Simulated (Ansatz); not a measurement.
# Bi2Se3 (Paraguanajuatite): given cell or relaxed cell?

Wanted: the change of the gap of Bi2Se3 (Paraguanajuatite) on relaxing cell and ions.

Program: Ansatz 0.2.0. Level of theory: PBE, HSE06 and G0W0, plane waves, PAW. Values are calculated unless marked as measured.

**Experimental background.**

- Gap 215 ± 10 meV: direct gap at Gamma, corrected for Burstein-Moss shift; infrared ellipsometry, critical point fit; 10 K; film on BaF2(111) (“Interband absorption edge in topological insulators Bi2(Te1-xSex)3”, 2017, arxiv:1711.08177).

- Gap 220 ± 5 meV: direct gap from earlier experiment; luminescence, transmission and magneto-transport; 10 K; bulk crystal (quoted in “Interband absorption edge in topological insulators Bi2(Te1-xSex)3”, 2017, arxiv:1711.08177).

- Gap 0.215 ± 0.005 eV: optical energy gap (paper prints 0.215 +/- 5 meV, read as 0.215 eV +/- 5 meV); optical measurement; bulk crystal (n-type Bridgman-grown crystals) (“Hyperfine coupling and spin polarization in the bulk of the topological insulator Bi2Se3”, 2014, arxiv:1407.1040).

- Gap 0.35 eV: bulk band gap, quoted from earlier experiment; bulk crystal (quoted in “Pressure-induced phase transition in Bi2Se3 at 3 GPa: electronic topological transition or not?”, 2016, arxiv:1602.05854).

- Gap 0.35 eV: direct optical gap from Tauc plot; FTIR absorption; film on Al2O3 (001) (“Structural, Optical, Electrical, and Thermoelectric Properties of Bi2Se3 Films Deposited at a High Se/Bi Flow Rate”, 2023, pmc:10609111).

This is a report of a sequence of runs, with the program logs left out and the cost of each run kept.

## 1. The structure

Symmetry: R-3m, No. 166, trigonal system. The conventional cell has a = 4.143 Å, b = 4.143 Å, c = 28.636 Å, α = 90.00°, β = 90.00°, γ = 120.00°. Nearest to Bi lie 6 Se at 2.85 to 3.07 Å. Nearest to Se lie 6 Bi at 3.07 Å. Nearest to Se lie 3 Bi at 2.85 Å. Farther neighbours, and contacts between anions beyond the nearest, are not listed.

The cell and positions come from the Crystallography Open Database and are kept as given unless a step says otherwise. The default PAW set here is soft_2. Its files were made with PBE.

## 2. PBE bands at the given cell

The cheap functional maps the bands first; the places of the edges decide which points the dearer methods must see.

This step: DFT, PBE, plane waves, PAW.

Input file input.yaml:

```yaml
crystal:
  lattice:
    - [2.0715, 1.1959810826, 9.5453333333]
    - [-2.0715, 1.1959810826, 9.5453333333]
    - [0.0, -2.3919621653, 9.5453333333]
  atoms:
    - { symbol: Bi, position: [0.4008, 0.4008, 0.4008] }
    - { symbol: Bi, position: [0.5992, 0.5992, 0.5992] }
    - { symbol: Se, position: [0.0, 0.0, 0.0] }
    - { symbol: Se, position: [0.2117, 0.2117, 0.2117] }
    - { symbol: Se, position: [0.7883, 0.7883, 0.7883] }
kpoints:
  mp_grid: { grid: [6, 6, 6] }
  band_path:
    path:
      - [[0.0, 0.0, 0.0], [0.5, 0.5, 0.5], [0.82286747, 0.17713253, 0.5]]
      - [[0.5, -0.17713253, 0.17713253], [0.5, 0.0, 0.0], [0.0, 0.0, 0.0], [0.33856627, -0.33856627, 0.0]]
      - [[0.66143373, 0.0, 0.33856627], [0.5, 0.0, 0.5], [0.0, 0.0, 0.0]]
    npoints: 10
hamiltonian:
  xc: pbe
scf:
  occupations: { method: fermi_dirac, width: 0.02 }
  n_extra_bands: 5
output:
  eigenvalues: true
  forces: true
  stress: true
  write_density: true
  write_potential: true
  elf: true
  volumetric_format: npy
```

The run is started by

```console
$ ansatz run input.yaml --threads 3 --pin off --max-ram 92160MiB --backend cuda --events-out ev --progress --plain --runs-dir out --devices 1 --max-vram 13GiB
```

Run time: 18 s. Hardware: 1 × NVIDIA H100 80GB HBM3 (shared by 6 runs) with 3 threads of AMD EPYC 7R13 (Zen 3), shared host; peak memory 1 GiB; 18 s of CPU time.

Numbers from this step:

```
pressure             : 2.525 GPa
filled bands         : 39
gap                  : 0.2205 eV
valence top at       : Γ
conduction bottom at : Γ
least direct gap     : 0.2205 eV
```

The gap is direct, at Γ.

## 3. Relaxing cell and ions

A relaxation comes first: leftover forces or stress would pass straight into the levels.

This step: DFT, PBE-D3(BJ), plane waves, PAW.

Input file input.yaml:

```yaml
crystal:
  lattice:
    - [2.0715, 1.1959810826, 9.5453333333]
    - [-2.0715, 1.1959810826, 9.5453333333]
    - [0.0, -2.3919621653, 9.5453333333]
  atoms:
    - { symbol: Bi, position: [0.4008, 0.4008, 0.4008] }
    - { symbol: Bi, position: [0.5992, 0.5992, 0.5992] }
    - { symbol: Se, position: [0.0, 0.0, 0.0] }
    - { symbol: Se, position: [0.2117, 0.2117, 0.2117] }
    - { symbol: Se, position: [0.7883, 0.7883, 0.7883] }
kpoints:
  mp_grid: { grid: [6, 6, 6] }
hamiltonian:
  xc: pbe
  dispersion: d3bj
scf:
  occupations: { method: fermi_dirac, width: 0.02 }
relax:
  f_tol: 0.01
  max_steps: 60
  cell: {}
output:
  write_density: true
  write_potential: true
  elf: true
  volumetric_format: npy
```

The job ended after 26 s (1 × NVIDIA H100 80GB HBM3 (shared by 6 runs) with 3 threads; peak memory 1 GiB).

The steps of the relaxation:

```csv
step,energy less that of the first step (eV),largest force component (eV/Å),pressure (GPa),volume (Å³)
1,0.0000,0.1887,0.17,141.89
2,0.0035,0.2930,-0.40,141.40
3,-0.0052,0.0293,-0.05,141.57
4,-0.0059,0.0027,-0.01,140.94
5,-0.0060,0.0041,0.00,140.83
6*,-0.0059,0.0041,0.00,140.83
```

Relaxation steps marked * repeat the geometry before them on a plane-wave basis chosen anew for their cell, so energy and pressure can jump there. Relaxation step 2 was tried and not accepted.

Forces are held to the 12 operations that the program found; a distortion that breaks them can't arise in this run.

```csv
"conventional cell, symmetrised",before,after,change
a (Å),4.143,4.142,-0.0 %
b (Å),4.143,4.142,-0.0 %
c (Å),28.636,28.433,-0.7 %
volume (Å³/atom),28.38,28.17,-0.7 %
```

The atoms that moved most (Å, as changes of fractional coordinates times the final cell):

```csv
atom,dx,dy,dz,length
Se4,0.000,0.000,-0.038,0.038
Se5,0.000,0.000,0.038,0.038
```

Final coordinates:

```xyz
5
Lattice="2.0711 1.1958 9.4778 -2.0711 1.1958 9.4778 0.0000 -2.3915 9.4778" Properties=species:S:1:pos:R:3 pbc="T T T"
Bi    0.0000    0.0000   11.3978
Bi    0.0000    0.0000   17.0355
Se    0.0000    0.0000    0.0000
Se    0.0000    0.0000    5.9817
Se    0.0000    0.0000   22.4516
```

## 4. PBE at the relaxed cell

This step: DFT, PBE, plane waves, PAW.

Input file input.yaml:

```yaml
crystal:
  lattice:
    - [2.0711187312, 1.195760957, 9.4777535722]
    - [-2.0711187312, 1.195760957, 9.4777535722]
    - [0.0, -2.391521914, 9.4777535722]
  atoms:
    - { symbol: Bi, position: [0.4008608116, 0.4008608116, 0.4008608116] }
    - { symbol: Bi, position: [0.5991391884, 0.5991391884, 0.5991391884] }
    - { symbol: Se, position: [0.0, 0.0, 0.0] }
    - { symbol: Se, position: [0.2103755828, 0.2103755828, 0.2103755828] }
    - { symbol: Se, position: [0.7896244172, 0.7896244172, 0.7896244172] }
kpoints:
  mp_grid: { grid: [6, 6, 6] }
  band_path:
    path:
      - [[0.0, 0.0, 0.0], [0.5, 0.5, 0.5], [0.82286747, 0.17713253, 0.5]]
      - [[0.5, -0.17713253, 0.17713253], [0.5, 0.0, 0.0], [0.0, 0.0, 0.0], [0.33856627, -0.33856627, 0.0]]
      - [[0.66143373, 0.0, 0.33856627], [0.5, 0.0, 0.5], [0.0, 0.0, 0.0]]
    npoints: 10
hamiltonian:
  xc: pbe
scf:
  occupations: { method: fermi_dirac, width: 0.02 }
  n_extra_bands: 5
output:
  eigenvalues: true
  forces: true
  stress: true
```

It took 12 s on 1 × NVIDIA H100 80GB HBM3 (shared by 6 runs) with 3 threads; peak memory 0.94 GiB.

This step gave:

```yaml
pressure: 2.391 GPa
gap: 0.1625 eV
valence_top_at: Γ
conduction_bottom_at: Γ
least_direct_gap: 0.1625 eV
```

The gap is direct, at Γ.

## 5. HSE06 at the relaxed cell

HSE06 mixes in a quarter of exact exchange at short range. Exchange couples all pairs of k points, which makes a full band path dear, so levels are read on the mesh and at chosen points.

This step: DFT, HSE06, plane waves, PAW.

Input file input.yaml:

```yaml
crystal:
  lattice:
    - [2.0711187312, 1.195760957, 9.4777535722]
    - [-2.0711187312, 1.195760957, 9.4777535722]
    - [0.0, -2.391521914, 9.4777535722]
  atoms:
    - { symbol: Bi, position: [0.4008608116, 0.4008608116, 0.4008608116] }
    - { symbol: Bi, position: [0.5991391884, 0.5991391884, 0.5991391884] }
    - { symbol: Se, position: [0.0, 0.0, 0.0] }
    - { symbol: Se, position: [0.2103755828, 0.2103755828, 0.2103755828] }
    - { symbol: Se, position: [0.7896244172, 0.7896244172, 0.7896244172] }
kpoints:
  mp_grid: { grid: [4, 4, 4] }
  band_path:
    path:
      - [0.0, 0.0, 0.0]
      - [0.5, 0.5, 0.5]
      - [0.82286747, 0.17713253, 0.5]
      - [0.5, -0.17713253, 0.17713253]
      - [0.5, 0.0, 0.0]
      - [0.33856627, -0.33856627, 0.0]
      - [0.66143373, 0.0, 0.33856627]
      - [0.5, 0.0, 0.5]
    npoints: 1
hamiltonian:
  xc: hse06
scf:
  occupations: { method: fixed }
  n_extra_bands: 5
output:
  eigenvalues: true
```

It took 46 s on 1 × NVIDIA H100 80GB HBM3 (shared by 6 runs) with 3 threads; peak memory 1.7 GiB; 74 s of CPU time.

Read from the output:

```
gap                  : 0.5706 eV
valence top at       : Γ
conduction bottom at : Γ
least direct gap     : 0.5706 eV
```

The gap stands +0.41 eV against PBE.

## 6. G0W0 at the relaxed cell

Now the one-shot GW correction: screening in the RPA, then the self-energy of the levels asked for.

This step: G0W0 on PBE, plane waves, PAW.

Input file input.yaml:

```yaml
crystal:
  lattice:
    - [2.0711187312, 1.195760957, 9.4777535722]
    - [-2.0711187312, 1.195760957, 9.4777535722]
    - [0.0, -2.391521914, 9.4777535722]
  atoms:
    - { symbol: Bi, position: [0.4008608116, 0.4008608116, 0.4008608116] }
    - { symbol: Bi, position: [0.5991391884, 0.5991391884, 0.5991391884] }
    - { symbol: Se, position: [0.0, 0.0, 0.0] }
    - { symbol: Se, position: [0.2103755828, 0.2103755828, 0.2103755828] }
    - { symbol: Se, position: [0.7896244172, 0.7896244172, 0.7896244172] }
kpoints:
  mp_grid: { grid: [4, 4, 4] }
hamiltonian:
  xc: pbe
scf:
  occupations: { method: fixed }
gw:
  n_empty_bands: 420
  ecut_chi: 120
  qp_bands: [v2, c2]
  qp_kpoints: band_edges
  screening: { model: contour_deformation }
```

The job ended after 1.9 min (1 × NVIDIA H100 80GB HBM3 (shared by 6 runs) with 3 threads; peak memory 1.9 GiB).

This step gave:

```
bands summed                                 : 459
RPA ε∞ on this mesh (eigenvalues)            : 22.39, 22.39, 123.9
plane waves in the screening matrix          : 431
G0W0 gap on the mesh                         : 0.4460 eV
k of the valence top                         : 0, 0, 0
k of the conduction bottom                   : 0, 0, 0
starting gap on the mesh                     : 0.1705 eV
least direct G0W0 gap on the computed points : 0.4460 eV
```

The gap on the mesh goes from 0.17 eV to 0.45 eV, a correction of +0.28 eV. The program marks an edge row as in doubt. Between the two edge states, bare exchange in place of the xc potential would open the gap by 3.32 eV, and correlation takes back 3.04 eV.

## 7. G0W0 at the given cell

Input file input.yaml:

```yaml
crystal:
  lattice:
    - [2.0715, 1.1959810826, 9.5453333333]
    - [-2.0715, 1.1959810826, 9.5453333333]
    - [0.0, -2.3919621653, 9.5453333333]
  atoms:
    - { symbol: Bi, position: [0.4008, 0.4008, 0.4008] }
    - { symbol: Bi, position: [0.5992, 0.5992, 0.5992] }
    - { symbol: Se, position: [0.0, 0.0, 0.0] }
    - { symbol: Se, position: [0.2117, 0.2117, 0.2117] }
    - { symbol: Se, position: [0.7883, 0.7883, 0.7883] }
kpoints:
  mp_grid: { grid: [4, 4, 4] }
hamiltonian:
  xc: pbe
scf:
  occupations: { method: fixed }
gw:
  n_empty_bands: 423
  ecut_chi: 120
  qp_bands: [v2, c2]
  qp_kpoints: band_edges
  screening: { model: contour_deformation }
```

Wall time 2 min (1 × NVIDIA H100 80GB HBM3 (shared by 6 runs) with 3 threads); peak memory 1.8 GiB; 3.3 min of CPU time.

Numbers from this step:

```yaml
bands_summed: 462
rpa_eps_infinity_on_this_mesh_eigenvalues: 21.13, 21.13, 51.41
plane_waves_in_the_screening_matrix: 431
g0w0_gap_on_the_mesh: 0.5221 eV
k_of_the_valence_top: 0, 0, 0
k_of_the_conduction_bottom: 0, 0, 0
starting_gap_on_the_mesh: 0.2284 eV
least_direct_g0w0_gap_on_the_computed_points: 0.5221 eV
```

The gap on the mesh goes from 0.23 eV to 0.52 eV, a correction of +0.29 eV. The program marks an edge row as in doubt. Between the two edge states, bare exchange in place of the xc potential would open the gap by 3.49 eV, and correlation takes back 3.20 eV.

## 8. Together

G0W0 rows are gaps on the mesh, lowered where the mesh misses an edge of the band path.

```csv
level,given cell (eV),relaxed cell (eV),change (eV)
PBE,0.22,0.16,−0.06
HSE06,-,0.57,-
G0W0@PBE,0.52,0.45,−0.08
```

## 9. Summary of results

| Quantity | Value |
| --- | --- |
| volume change | −0.7 % |
| PBE, given cell | 0.22 eV |
| PBE, relaxed cell | 0.16 eV |
| HSE06, relaxed cell | 0.57 eV |
| G0W0@PBE, relaxed cell | 0.45 eV |
| G0W0@PBE, given cell | 0.52 eV |
| known limits | short of the basis limit; model gap, bands may invert with spin-orbit coupling; mesh may overstate the screening; no spin-orbit coupling |

What this shows: Relaxation changes the volume by −0.7 % and the gap by −0.06 eV (PBE) and −0.08 eV (G0W0@PBE). Against experiment, by G0W0@PBE at the given cell: the gap of 0.52 eV lies +0.31 eV from the measured 0.215 ± 0.005 eV (optical, 2014); the gap of 0.52 eV lies +0.17 eV from the measured 0.35 eV (kind not stated, quoted 2016). An exciton line or allowed optical edge lies below the quasiparticle gap by the binding energy; a forbidden edge can push the onset above it. The calculation has static nuclei and no excitons; a measured gap holds zero-point and thermal motion, which mostly lowers it. With atoms this heavy the missing spin-orbit coupling may be the largest error. Bands and cutoff are finite, so the gap stands short of the basis limit, usually by up to a few tenths of an eV; the mesh is an error of its own. Where an edge is built on 6p states of lead, bismuth or thallium, scalar-relativistic gaps usually stand too wide, by a few tenths to over one eV. With atoms this heavy and so narrow a gap, spin-orbit coupling can invert the bands. These scalar-relativistic gaps are then model values, not to be set against experiment, and a spin-orbit change taken from DFT can't simply be added. The RPA ε∞ on this mesh reaches over 25; with a narrow direct gap a coarse mesh can overstate it, and the correction is then too small. The program marks a band-edge row as in doubt, so the gap is less sure than its digits.

[Long decimals in the printed logs are rounded to 6 places.]

[Logs are printed without paths, hosts, clocks, repeated set-up lines and the standing remarks that a program may print on its own settings, such as how far it seeks lower states.]

[Paths, hosts, dates, memory and timing lines, banners, echoed tables and standing remarks are left out of the program output; an Ansatz launch command may be rebuilt from the run's recorded settings. Measured values are a selection of at most five: reports struck by readers or far from the other reports are left out. None is set beside runs whose start may be inverted or whose files or cutoffs have a known fault.]

[Runs of the session that timed out or met a known fault of the program may be left out.]

[Cells called generated may have been cut or substituted from an entry of the Crystallography Open Database or the Materials Project.]

[Hosts, paths, dates, database ids (printed as entryN), source tags and the programs' standing remarks are cut or masked in the printed files.]

[Where the starting crystal was built by hand or by swapping elements, it need not be the compound's stable phase.]
